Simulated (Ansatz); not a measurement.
# La on Ta(110): change of the work function, part 2 of 3

Aim: the work function of Ta(110) at several coverages of La (hollow site), and the dipole that each adsorbate carries.

Ansatz 0.2.0; plane-wave DFT, PBE, Ansatz PAW.

So far, work function, upper face (eV): step 2 (the clean slab) 4.77.

## Step 3: The covered slab, k-mesh 4×4×1, coverage 0.111 ML

System of this step: La/Ta(110). The cell holds 37 atoms: 36 Ta and 1 La. Its edges and angles: a = 8.600 Å, b = 8.600 Å, c = 28.475 Å, α = 90.0°, β = 90.0°, γ = 70.5°. Vacuum lies along c.

The clean slab as it ended is repeated in the plane and the adsorbate is set on one face; the cell's size fixes the coverage, and the k-mesh shrinks with it to keep the sampling density about even. Adsorbate and upper layers relax, since the dipole depends on the height.

Input file input.yaml:

```yaml
crystal:
  lattice:
    - [7.0215703371, -4.965, 0.0]
    - [7.0215703371, 4.965, 0.0]
    - [0.0, 0.0, 28.4747478483]
  atoms:
    - { symbol: Ta, position: [0.0, 0.0, 0.3160695241] }
    - { symbol: Ta, position: [0.1666666667, 0.1666666667, 0.3982659832] }
    - { symbol: Ta, position: [0.0, 0.0, 0.4805466647] }
    - { symbol: Ta, position: [0.1666666667, 0.1666666667, 0.5595412875] }
    - { symbol: Ta, position: [0.0, 0.3333333333, 0.3160695241] }
    - { symbol: Ta, position: [0.1666666667, 0.5, 0.3982659832] }
    - { symbol: Ta, position: [0.0, 0.3333333333, 0.4805466647] }
    - { symbol: Ta, position: [0.1666666667, 0.5, 0.5595412875] }
    - { symbol: Ta, position: [0.0, 0.6666666667, 0.3160695241] }
    - { symbol: Ta, position: [0.1666666667, 0.8333333333, 0.3982659832] }
    - { symbol: Ta, position: [0.0, 0.6666666667, 0.4805466647] }
    - { symbol: Ta, position: [0.1666666667, 0.8333333333, 0.5595412875] }
    - { symbol: Ta, position: [0.3333333333, 0.0, 0.3160695241] }
    - { symbol: Ta, position: [0.5, 0.1666666667, 0.3982659832] }
    - { symbol: Ta, position: [0.3333333333, 0.0, 0.4805466647] }
    - { symbol: Ta, position: [0.5, 0.1666666667, 0.5595412875] }
    - { symbol: Ta, position: [0.3333333333, 0.3333333333, 0.3160695241] }
    - { symbol: Ta, position: [0.5, 0.5, 0.3982659832] }
    - { symbol: Ta, position: [0.3333333333, 0.3333333333, 0.4805466647] }
    - { symbol: Ta, position: [0.5, 0.5, 0.5595412875] }
    - { symbol: Ta, position: [0.3333333333, 0.6666666667, 0.3160695241] }
    - { symbol: Ta, position: [0.5, 0.8333333333, 0.3982659832] }
    - { symbol: Ta, position: [0.3333333333, 0.6666666667, 0.4805466647] }
    - { symbol: Ta, position: [0.5, 0.8333333333, 0.5595412875] }
    - { symbol: Ta, position: [0.6666666667, 0.0, 0.3160695241] }
    - { symbol: Ta, position: [0.8333333333, 0.1666666667, 0.3982659832] }
    - { symbol: Ta, position: [0.6666666667, 0.0, 0.4805466647] }
    - { symbol: Ta, position: [0.8333333333, 0.1666666667, 0.5595412875] }
    - { symbol: Ta, position: [0.6666666667, 0.3333333333, 0.3160695241] }
    - { symbol: Ta, position: [0.8333333333, 0.5, 0.3982659832] }
    - { symbol: Ta, position: [0.6666666667, 0.3333333333, 0.4805466647] }
    - { symbol: Ta, position: [0.8333333333, 0.5, 0.5595412875] }
    - { symbol: Ta, position: [0.6666666667, 0.6666666667, 0.3160695241] }
    - { symbol: Ta, position: [0.8333333333, 0.8333333333, 0.3982659832] }
    - { symbol: Ta, position: [0.6666666667, 0.6666666667, 0.4805466647] }
    - { symbol: Ta, position: [0.8333333333, 0.8333333333, 0.5595412875] }
    - { symbol: La, position: [0.28, 0.28, 0.6839304759] }
kpoints:
  mp_grid: { grid: [4, 4, 1] }
hamiltonian:
  xc: pbe
scf:
  occupations: { method: fermi_dirac, width: 0.1 }
  convergence: { dr2_threshold: 1.0e-08 }
efield:
  axis: 3
  dipole_correction: true
  ramp_position: 0.97
  ramp_width: 0.06
relax:
  f_tol: 0.02
  max_steps: 60
  constraints:
    - { sites: [0, 1, 4, 5, 8, 9, 12, 13, 16, 17, 20, 21, 24, 25, 28, 29, 32, 33] }
output:
  write_potential: true
  write_density: true
  volumetric_format: npy
```

Started as:

```bash
> ansatz run input.yaml --threads 4 --pin off --max-ram 16384MiB --backend cpu --events-out ev --progress --plain --runs-dir out
```

Numbers of over 12 decimals in the logs are rounded to 6 here.

The log of the run:

```text
[...]
Crystal: 37 atoms, lattice volume = 1985.379 Å³
Basis set: ecut = 420 eV, 38857 PW (Γ), exchange–correlation on 120×120×384 points (8 copies of the dense FFT grid, shifted against one another)
Bands: 288, of which v1, the nominal top of the filled ones, is band 240 counted from 1 (239 counted from 0)
Symmetry: 2 space group operations
[...]
k-points: 7 of 16 (time reversal used)
[...]
SCF iter   1: F=—  HF=-363790.366843 eV  |F-HF|=—  |Δ(HF+E_count)|=         —  Δρ=5.73e-3  dr2=1.80e1  ethr=1.77e-3  p=0.990 e·Å  D=9.02e-2 V/Å  ΔV_dip=-2.57 eV  dr2_dipole=4.58e0  V_vac-E_F(+/−)=2.48/5.04 eV  ⟨swp⟩=13.7  Hψ=11005  notcnv=0
[...]
SCF iter  13: F=-363790.064268 eV  HF=-363790.064268 eV  |F-HF|=3.49e-10  |Δ(HF+E_count)|=   8.38e-9  Δρ=2.25e-7  dr2=2.42e-9  ethr=2.09e-12  p=0.936 e·Å  D=8.53e-2 V/Å  ΔV_dip=-2.43 eV  dr2_dipole=4.35e-10  V_vac-E_F(+/−)=2.36/4.79 eV  ⟨swp⟩=10.9  Hψ=14448  notcnv=0
SCF 1 converged in 13 iterations: F = -363790.064268 eV  dr2 = 2.42e-9
[...]
relax step   1: F+E_penalty+E_count = -363790.06426836 eV  Δ(F+E_penalty+E_count) = +0.000e0 eV  max|allowed force component| = 2.459e0 eV/Å  Δτ_max = 0.0000 Å  (13 SCF iters, accepted)
[...]
SCF iter  11: F=-363790.638954 eV  HF=-363790.638954 eV  |F-HF|=1.22e-9  |Δ(HF+E_count)|=   3.96e-9  Δρ=3.32e-7  dr2=4.01e-9  ethr=2.09e-12  p=0.950 e·Å  D=8.66e-2 V/Å  ΔV_dip=-2.47 eV  dr2_dipole=8.25e-11  V_vac-E_F(+/−)=2.32/4.79 eV  ⟨swp⟩=10.3  Hψ=13447  notcnv=0
SCF 2 converged in 11 iterations: F = -363790.638954 eV  dr2 = 4.01e-9
[...]
relax step   2: F+E_penalty+E_count = -363790.63895369 eV  Δ(F+E_penalty+E_count) = -5.747e-1 eV  max|allowed force component| = 2.510e0 eV/Å  Δτ_max = 0.1903 Å  (11 SCF iters, accepted)
SCF iter   1: F=—  HF=-363791.212066 eV  |F-HF|=—  |Δ(HF+E_count)|=         —  Δρ=2.49e-3  dr2=1.07e0  ethr=1.35e-3  p=0.950 e·Å  D=8.66e-2 V/Å  ΔV_dip=-2.47 eV  dr2_dipole=2.01e-1  V_vac-E_F(+/−)=2.33/4.79 eV  ⟨swp⟩=4.0  Hψ=3578  notcnv=0
[...]
SCF iter  11: F=-363791.156327 eV  HF=-363791.156327 eV  |F-HF|=3.49e-10  |Δ(HF+E_count)|=   3.92e-8  Δρ=3.35e-7  dr2=5.70e-9  ethr=2.09e-12  p=0.921 e·Å  D=8.40e-2 V/Å  ΔV_dip=-2.39 eV  dr2_dipole=3.06e-10  V_vac-E_F(+/−)=2.39/4.79 eV  ⟨swp⟩=10.3  Hψ=15798  notcnv=0
SCF 3 converged in 11 iterations: F = -363791.156327 eV  dr2 = 5.70e-9
relax step   3: F+E_penalty+E_count = -363791.15632726 eV  Δ(F+E_penalty+E_count) = -5.174e-1 eV  max|allowed force component| = 2.290e0 eV/Å  Δτ_max = 0.1950 Å  (11 SCF iters, accepted)
[... from here on, the SCF cycles and remarks between the steps are left out ...]
relax step   4: F+E_penalty+E_count = -363791.57692407 eV  Δ(F+E_penalty+E_count) = -4.206e-1 eV  max|allowed force component| = 1.749e0 eV/Å  Δτ_max = 0.1955 Å  (10 SCF iters, accepted)
relax step   5: F+E_penalty+E_count = -363791.85273111 eV  Δ(F+E_penalty+E_count) = -2.758e-1 eV  max|allowed force component| = 8.682e-1 eV/Å  Δτ_max = 0.1962 Å  (9 SCF iters, accepted)
relax step   6: F+E_penalty+E_count = -363791.98977784 eV  Δ(F+E_penalty+E_count) = -1.370e-1 eV  max|allowed force component| = 2.012e-1 eV/Å  Δτ_max = 0.1951 Å  (9 SCF iters, accepted)
relax step   7: F+E_penalty+E_count = -363792.01149455 eV  Δ(F+E_penalty+E_count) = -2.172e-2 eV  max|allowed force component| = 1.355e-1 eV/Å  Δτ_max = 0.0890 Å  (9 SCF iters, accepted)
relax step   8: F+E_penalty+E_count = -363792.03441125 eV  Δ(F+E_penalty+E_count) = -2.292e-2 eV  max|allowed force component| = 9.044e-2 eV/Å  Δτ_max = 0.1976 Å  (9 SCF iters, accepted)
relax step   9: F+E_penalty+E_count = -363792.05101069 eV  Δ(F+E_penalty+E_count) = -1.660e-2 eV  max|allowed force component| = 5.750e-2 eV/Å  Δτ_max = 0.2000 Å  (9 SCF iters, accepted)
relax step  10: F+E_penalty+E_count = -363792.05889079 eV  Δ(F+E_penalty+E_count) = -7.880e-3 eV  max|allowed force component| = 1.983e-2 eV/Å  Δτ_max = 0.1913 Å  (9 SCF iters, accepted)
SCF iter   1: F=—  HF=-363792.060432 eV  |F-HF|=—  |Δ(HF+E_count)|=         —  Δρ=5.50e-4  dr2=1.92e-2  ethr=3.44e-5  p=0.702 e·Å  D=6.40e-2 V/Å  ΔV_dip=-1.82 eV  dr2_dipole=4.57e-5  V_vac-E_F(+/−)=2.97/4.80 eV  ⟨swp⟩=3.7  Hψ=3688  notcnv=0
[...]
SCF iter   8: F=-363792.059210 eV  HF=-363792.059210 eV  |F-HF|=5.01e-9  |Δ(HF+E_count)|=   2.39e-8  Δρ=1.80e-7  dr2=1.79e-9  ethr=2.09e-12  p=0.702 e·Å  D=6.40e-2 V/Å  ΔV_dip=-1.82 eV  dr2_dipole=2.64e-10  V_vac-E_F(+/−)=2.97/4.80 eV  ⟨swp⟩=10.4  Hψ=14233  notcnv=0
SCF 11 converged in 8 iterations: F = -363792.059210 eV  dr2 = 1.79e-9
relax step  11: F+E_penalty+E_count = -363792.05920982 eV  Δ(F+E_penalty+E_count) = -3.190e-4 eV  max|allowed force component| = 1.784e-2 eV/Å  Δτ_max = 0.0590 Å  (8 SCF iters, accepted)
NSCF: frozen V_eff on 7 k-points
[...]
SCF converged after 8 iterations
Free energy (F): -363792.059210 eV
[...]
Internal energy: -363790.402435 eV  (E = F + TS)
E sigma→0 (E₀):  -363791.230822 eV
Entropy (-TS):   -1.656775 eV (-44.778 meV/atom)
Fermi energy:    3.925869 eV
Dipole field:    D = 0.063970 V/Å  (p = 0.701874 e·Å, saw-weighted, corrected)
Work function:   Φ+ = 2.9739 eV   Φ− = 4.7955 eV
[...]
--- Forces (eV/Å), atoms counted from 1 ---
  atom   1  Ta    -0.01606683     0.00000000     0.44518042
  atom   2  Ta    -0.05614453     0.00000000    -0.47708742
  atom   3  Ta    -0.01784182     0.00000000     0.00178697
  atom   4  Ta     0.00892476     0.00000000     0.01540676
  atom   5  Ta    -0.00325217    -0.02361165     0.42637290
  atom   6  Ta     0.00292166     0.01237702    -0.46959104
  atom   7  Ta    -0.00648051    -0.00835123     0.00203918
  atom   8  Ta     0.00587702    -0.00492779     0.00391899
  atom   9  Ta    -0.00000965    -0.01470802     0.40867123
  atom  10  Ta     0.01729433     0.04230026    -0.36541732
  atom  11  Ta    -0.00465276    -0.00045283    -0.00830954
  atom  12  Ta     0.00428399     0.00336190    -0.00603084
  atom  13  Ta    -0.00325217     0.02361165     0.42637290
  atom  14  Ta     0.00292166    -0.01237702    -0.46959104
  atom  15  Ta    -0.00648051     0.00835123     0.00203918
  atom  16  Ta     0.00587702     0.00492779     0.00391899
  atom  17  Ta    -0.00056435     0.00000000     0.38551073
  atom  18  Ta     0.05832375     0.00000000    -0.47511485
  atom  19  Ta    -0.01247522     0.00000000    -0.00411087
  atom  20  Ta     0.00258701     0.00000000    -0.00836378
  atom  21  Ta     0.00338223    -0.02296549     0.42684531
  atom  22  Ta    -0.01364937    -0.04397681    -0.36717169
  atom  23  Ta    -0.00302165    -0.00002034     0.00066531
  atom  24  Ta     0.00418039    -0.00253312     0.00300769
  atom  25  Ta    -0.00000965     0.01470802     0.40867123
  atom  26  Ta     0.01729433    -0.04230026    -0.36541732
  atom  27  Ta    -0.00465276     0.00045283    -0.00830954
  atom  28  Ta     0.00428399    -0.00336190    -0.00603084
  atom  29  Ta     0.00338223     0.02296549     0.42684531
  atom  30  Ta    -0.01364937     0.04397681    -0.36717169
  atom  31  Ta    -0.00302165     0.00002034     0.00066531
  atom  32  Ta     0.00418039     0.00253312     0.00300769
  atom  33  Ta     0.01592062     0.00000000     0.44619360
  atom  34  Ta     0.00330662     0.00000000    -0.43230592
  atom  35  Ta     0.00222080     0.00000000    -0.00388577
  atom  36  Ta     0.00389072     0.00000000    -0.00167086
  atom  37  La    -0.00584083     0.00000000    -0.00151967
  max |Σ_I F_I| component: 1.97e-5 eV/Å
--- Band table (eV; the first three rows and the last of 7) ---
  k-point 0: bands = [... 236 lower, 3.7983, 3.8206, 3.8641, 3.8705, 3.8780, 3.8782, 4.0061, 4.2345, ... 44 higher]
  k-point 1: bands = [... 236 lower, 3.7829, 3.8148, 3.8580, 3.9175, 4.0110, 4.0307, 4.1066, 4.1169, ... 44 higher]
  k-point 2: bands = [... 236 lower, 3.7751, 3.8748, 3.9229, 3.9332, 3.9418, 3.9793, 3.9909, 4.0265, ... 44 higher]
  k-point 6: bands = [... 236 lower, 3.7500, 3.8020, 3.9294, 3.9436, 3.9606, 3.9635, 3.9777, 3.9934, ... 44 higher]
--- Relaxed structure (11 steps of the walk, 11 accepted, 0 SCFs on fresh bases) ---
  F+E_penalty+E_count = -363792.05920982 eV   max|allowed force component| = 1.784e-2 eV/Å
  atoms:
    - { symbol: Ta, position: [0.0, 0.0, 0.3160695241] }
    - { symbol: Ta, position: [0.1666666667, 0.1666666667, 0.398266] }
    - { symbol: Ta, position: [0.000171617, 0.000171617, 0.481303] }
    - { symbol: Ta, position: [0.164282, 0.164282, 0.560120] }
    - { symbol: Ta, position: [0.0, 0.3333333333, 0.3160695241] }
    - { symbol: Ta, position: [0.1666666667, 0.5, 0.398266] }
    - { symbol: Ta, position: [-0.000973832, 0.332700, 0.480469] }
    - { symbol: Ta, position: [0.166033, 0.500476, 0.557783] }
    - { symbol: Ta, position: [0.0, 0.6666666667, 0.3160695241] }
    - { symbol: Ta, position: [0.166667, 0.833333, 0.398266] }
    - { symbol: Ta, position: [-0.00134357, 0.668191, 0.480284] }
    - { symbol: Ta, position: [0.169070, 0.829291, 0.561515] }
    - { symbol: Ta, position: [0.3333333333, 0.0, 0.3160695241] }
    - { symbol: Ta, position: [0.5, 0.1666666667, 0.398266] }
    - { symbol: Ta, position: [0.332700, -0.000973832, 0.480469] }
    - { symbol: Ta, position: [0.500476, 0.166033, 0.557783] }
    - { symbol: Ta, position: [0.3333333333, 0.3333333333, 0.3160695241] }
    - { symbol: Ta, position: [0.5, 0.5, 0.398266] }
    - { symbol: Ta, position: [0.333435, 0.333435, 0.479436] }
    - { symbol: Ta, position: [0.502277, 0.502277, 0.560192] }
    - { symbol: Ta, position: [0.333333, 0.6666666667, 0.3160695241] }
    - { symbol: Ta, position: [0.5, 0.833333, 0.398266] }
    - { symbol: Ta, position: [0.334211, 0.667696, 0.480494] }
    - { symbol: Ta, position: [0.497554, 0.837202, 0.561480] }
    - { symbol: Ta, position: [0.6666666667, 0.0, 0.3160695241] }
    - { symbol: Ta, position: [0.833333, 0.166667, 0.398266] }
    - { symbol: Ta, position: [0.668191, -0.00134357, 0.480284] }
    - { symbol: Ta, position: [0.829291, 0.169070, 0.561515] }
    - { symbol: Ta, position: [0.6666666667, 0.333333, 0.3160695241] }
    - { symbol: Ta, position: [0.833333, 0.5, 0.398266] }
    - { symbol: Ta, position: [0.667696, 0.334211, 0.480494] }
    - { symbol: Ta, position: [0.837202, 0.497554, 0.561480] }
    - { symbol: Ta, position: [0.6666666667, 0.6666666667, 0.3160695241] }
    - { symbol: Ta, position: [0.8333333333, 0.8333333333, 0.398266] }
    - { symbol: Ta, position: [0.666697, 0.666697, 0.481321] }
    - { symbol: Ta, position: [0.833318, 0.833318, 0.560686] }
    - { symbol: La, position: [0.334051, 0.334051, 0.646807] }
```

Wall time 38 min (4 threads of Arm Neoverse V1, shared host); peak memory 10 GiB.

Step by step:

| step | energy less that of the first step (eV) | largest force component (eV/Å) |
| --- | --- | --- |
| 1 | 0.0000 | 2.4592 |
| 2 | -0.5747 | 2.5101 |
| 3 | -1.0921 | 2.2897 |
| 4 | -1.5127 | 1.7490 |
| 5 | -1.7885 | 0.8682 |
| 6 | -1.9255 | 0.2012 |
| 7 | -1.9472 | 0.1355 |
| 8 | -1.9701 | 0.0904 |
| 9 | -1.9867 | 0.0575 |
| 10 | -1.9946 | 0.0198 |
| 11 | -1.9949 | 0.0178 |

The run keeps the 2 symmetry operations that it works with, so distortions that break them were not tested.

The atoms that moved most (Å):

| atom | dx | dy | dz | length |
| --- | --- | --- | --- | --- |
| La37 | 0.759 | 0.000 | -1.057 | 1.301 |
| Ta12 | -0.012 | -0.032 | 0.056 | 0.066 |
| Ta28 | -0.012 | 0.032 | 0.056 | 0.066 |
| Ta24 | 0.010 | 0.031 | 0.055 | 0.064 |
| Ta32 | 0.010 | -0.031 | 0.055 | 0.064 |
| Ta16 | -0.001 | -0.006 | -0.050 | 0.050 |
| Ta8 | -0.001 | 0.006 | -0.050 | 0.050 |
| Ta4 | -0.033 | 0.000 | 0.016 | 0.037 |

The relaxed structure:

```
Ta La
1.0
     7.02157   -4.96500    0.00000
     7.02157    4.96500    0.00000
     0.00000    0.00000   28.47475
Ta La
36 1
Cartesian
  0.0000 0.0000 9.0000
  2.3405 0.0000 11.3405
  0.0024 0.0000 13.7050
  2.3070 0.0000 15.9493
  2.3405 1.6550 9.0000
  4.6810 1.6550 11.3405
  2.3292 1.6567 13.6812
  4.6799 1.6605 15.8827
  4.6810 3.3100 9.0000
  7.0216 3.3100 11.3405
  4.6823 3.3242 13.6760
  7.0101 3.2780 15.9890
  2.3405 -1.6550 9.0000
  4.6810 -1.6550 11.3405
  2.3292 -1.6567 13.6812
  4.6799 -1.6605 15.8827
  4.6810 0.0000 9.0000
  7.0216 0.0000 11.3405
  4.6825 0.0000 13.6518
  7.0535 0.0000 15.9513
  7.0216 1.6550 9.0000
  9.3621 1.6550 11.3405
  7.0350 1.6558 13.6819
  9.3721 1.6864 15.9880
  4.6810 -3.3100 9.0000
  7.0216 -3.3100 11.3405
  4.6823 -3.3242 13.6760
  7.0101 -3.2780 15.9890
  7.0216 -1.6550 9.0000
  9.3621 -1.6550 11.3405
  7.0350 -1.6558 13.6819
  9.3721 -1.6864 15.9880
  9.3621 0.0000 9.0000
  11.7026 0.0000 11.3405
  9.3625 0.0000 13.7055
  11.7024 0.0000 15.9654
  4.6911 0.0000 18.4177
```

This step gave:

```yaml
energy_at_zero_smearing: -363791.2308 eV
work_function_upper_face: 2.974 eV
work_function_lower_face: 4.795 eV
dipole_along_the_normal: 0.7019 e·Å
step_between_the_vacuum_levels: -1.822 eV
```

Running mean over 2.341 Å of the planar mean; the ramp of the sawtooth is left out. Table of electron's electrostatic potential energy less the Fermi level by z:

| z (Å) | electron's electrostatic potential energy less the Fermi level (eV) |
| --- | --- |
| 4 | 4.79 |
| 5 | 4.78 |
| 6 | 4.60 |
| 7 | 2.95 |
| 8 | -5.21 |
| 9 | -10.1 |
| 10 | -10.0 |
| 11 | -9.98 |
| 12 | -9.97 |
| 13 | -9.98 |
| 14 | -10.2 |
| 15 | -10.7 |
| 16 | -10.1 |
| 17 | -5.46 |
| 18 | 0.818 |
| 19 | 1.66 |
| 20 | 2.46 |
| 21 | 2.90 |
| 22 | 2.96 |
| 23 | 2.97 |
| 24 | 2.97 |
| 25 | 2.97 |

The relaxation took 11 steps and lowered the energy by 2.0 eV; the largest force on the free atoms ends at 0.018 eV/Å.

The covered face has 2.97 eV, -1.79 eV against the clean one; the bare back face has moved by -0.02 eV, a measure of how thin the slab is.

[end of part 2 of 3]

[Logs are printed without paths, hosts, clocks, repeated set-up lines and the standing remarks that a program may print on its own settings, such as how far it seeks lower states.]

[Hosts, paths, dates, database ids (printed as entryN), source tags and the programs' standing remarks are cut or masked in the printed files.]

[Maps of the electrostatic potential energy from Ansatz leave out the sawtooth potential of an applied field or a dipole correction, so their vacuum need not be flat; planar profiles and work functions include it.]
